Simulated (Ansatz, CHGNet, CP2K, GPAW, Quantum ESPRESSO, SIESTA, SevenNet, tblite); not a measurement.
## Random packing of C71N29 (at. %) (109 atoms): runs against a plane-wave reference

Density of this cell: 2.42 g/cm³. The cell holds 109 atoms: 77 C and 32 N. Its edges and angles: a = 9.809 Å, b = 9.809 Å, c = 9.809 Å, α = 90.0°, β = 90.0°, γ = 90.0°. 109 atoms (77 C, 32 N) packed at random in a cube at 2.42 g/cm³ and pushed apart as soft spheres; a start for melting by ab initio MD, not an equilibrated structure. Then every atom was moved at random, 0.03 Å r.m.s. a Cartesian component.

Geometry: as built.

The reference, a calculation:

```
method                 : Kohn-Sham DFT, PBE, PAW, plane waves (Ansatz 0.2.0); cutoff 420 eV, Γ point, fermi-dirac smearing of 0.05 eV; PAW set soft_2
r.m.s. force component : 1.943 eV/Å
longest force          : 8.61 eV/Å
pressure               : -23.6 GPa
SCF cycles             : 9
time                   : 5.8 s on 8 threads of Arm Neoverse V2, shared host
CPU time               : 41 s
```

**Question.** The same geometry is run in other programs. How far does each lie from the reference, and what does it cost?
- SIESTA PBE, SZ, shift 0.01 Ry, mesh 500 Ry (SIESTA 5.4.2; 1 thread)
- QE PBE, sssp-1.3.0-efficiency, 60/480 Ry, rmm-davidson (Quantum ESPRESSO 7.5; 4 MPI ranks)
- GPAW PBE, LCAO szp(dzp), h 0.18 Å (GPAW 26.7.0; 1 thread)
- SevenNet 0 potential (SevenNet 0; 1 thread)
- QE PBE, sssp-1.3.0-efficiency, 60/480 Ry (Quantum ESPRESSO 7.5; 4 MPI ranks)
- SevenNet l3i5 potential (SevenNet l3i5; 1 thread)
- QE PBE+D3(BJ), sssp-1.3.0-efficiency, 60/480 Ry (Quantum ESPRESSO 7.5; 4 MPI ranks)
- GPAW PBE, LCAO dzp, h 0.18 Å (GPAW 26.7.0; 2 MPI ranks)
- SIESTA PBE, DZP, shift 0.01 Ry, mesh 500 Ry (SIESTA 5.4.2; 4 MPI ranks)
- CHGNet r2SCAN potential (CHGNet r2SCAN; 1 thread)

Differences are against the plane-wave reference, forces as r.m.s. over components; share is that over the reference's r.m.s. force, slope the least-squares factor from reference forces to these. Total energies of different programs have different zeros and aren't compared.

| run | Δ force, r.m.s. (meV/Å) | share (%) | slope | Δ pressure (GPa) | cores | CPU time | memory (GiB) |
| --- | --- | --- | --- | --- | --- | --- | --- |
| reference | - | - | - | - | 8 | 41 s | 1.3 |
| SIESTA PBE, SZ, shift 0.01 Ry, mesh 500 Ry (coarse) | 1438 | 74.0 | 0.591 | 22.8 | 1 | 2.7 min | 1.0 |
| QE PBE, sssp-1.3.0-efficiency, 60/480 Ry, rmm-davidson | 8.74 | 0.450 | 0.998 | -0.233 | 4 | 8.7 min | 3.3 |
| GPAW PBE, LCAO szp(dzp), h 0.18 Å (coarse) | 513 | 26.4 | 0.826 | - | 1 | 4.1 min | 1.2 |
| SevenNet 0 potential | 759 | 39.0 | 0.921 | -3.95 | 1 | 7.8 s | 1.3 |
| QE PBE, sssp-1.3.0-efficiency, 60/480 Ry | 8.74 | 0.450 | 0.998 | -0.231 | 4 | 8.1 min | 3.1 |
| SevenNet l3i5 potential | 713 | 36.7 | 0.894 | -4.27 | 1 | 12 s | 2.4 |
| QE PBE+D3(BJ), sssp-1.3.0-efficiency, 60/480 Ry | 124 | 6.38 | 0.981 | 0.175 | 4 | 8 min | 3.3 |
| GPAW PBE, LCAO dzp, h 0.18 Å | 83.6 | 4.30 | 0.981 | - | 2 | 5.5 min | 1.7 |
| SIESTA PBE, DZP, shift 0.01 Ry, mesh 500 Ry | 109 | 5.59 | 0.982 | 1.68 | 4 | 12 min | 2.8 |
| CHGNet r2SCAN potential | 749 | 38.6 | 0.864 | -0.116 | 1 | 4.7 s | 2.5 |

Rows marked coarse were listed beforehand as settings not expected to be converged; some can still land near the reference.

Times of the machine-learned potentials are mostly Python's start and the loading of weights.

CPU time is summed over cores on a shared host, where runs went side by side, so it is rough. Symmetry, cutoffs, thresholds, outputs and thread counts weren't matched or tuned between programs; memory under MPI is the largest rank's times the ranks.

PBE on plane waves or a grid with other potentials, cutoffs or grids, coarse settings apart, differs from the reference by 0.45 % in each run of the r.m.s. force; this holds the reference's own error, so differences of a few per cent don't tell which side is nearer the exact PBE result (QE's 60 Ry are 816 eV, against the reference's 420 eV). The PBE runs in local orbitals, coarse settings apart, differ by 4.3 % (GPAW PBE, LCAO dzp, h 0.18 Å) to 5.6 % (SIESTA PBE, DZP, shift 0.01 Ry, mesh 500 Ry); basis, grid and potentials can all enter. Machine-learned potentials differ by 37 % (SevenNet l3i5 potential) to 39 % (SevenNet 0 potential); they were trained on other programs' data, some at another functional. The cause of differences this large wasn't tested. Rows with another functional or a dispersion term differ by 6.4 % (QE PBE+D3(BJ), sssp-1.3.0-efficiency, 60/480 Ry), which mixes the change of model with differences of basis and potentials. Machine-learned potentials mimic data converged in k, so the reference's own k-point error enters their differences. The electronic-structure runs sample only Γ, in a cell whose shortest periodic width is 10 Å, which is coarse for a cell with partly filled levels.

[Logs are printed without paths, hosts, clocks, repeated set-up lines and the standing remarks that a program may print on its own settings, such as how far it seeks lower states.]

[Hosts, paths, dates, database ids (printed as entryN), source tags and the programs' standing remarks are cut or masked in the printed files.]
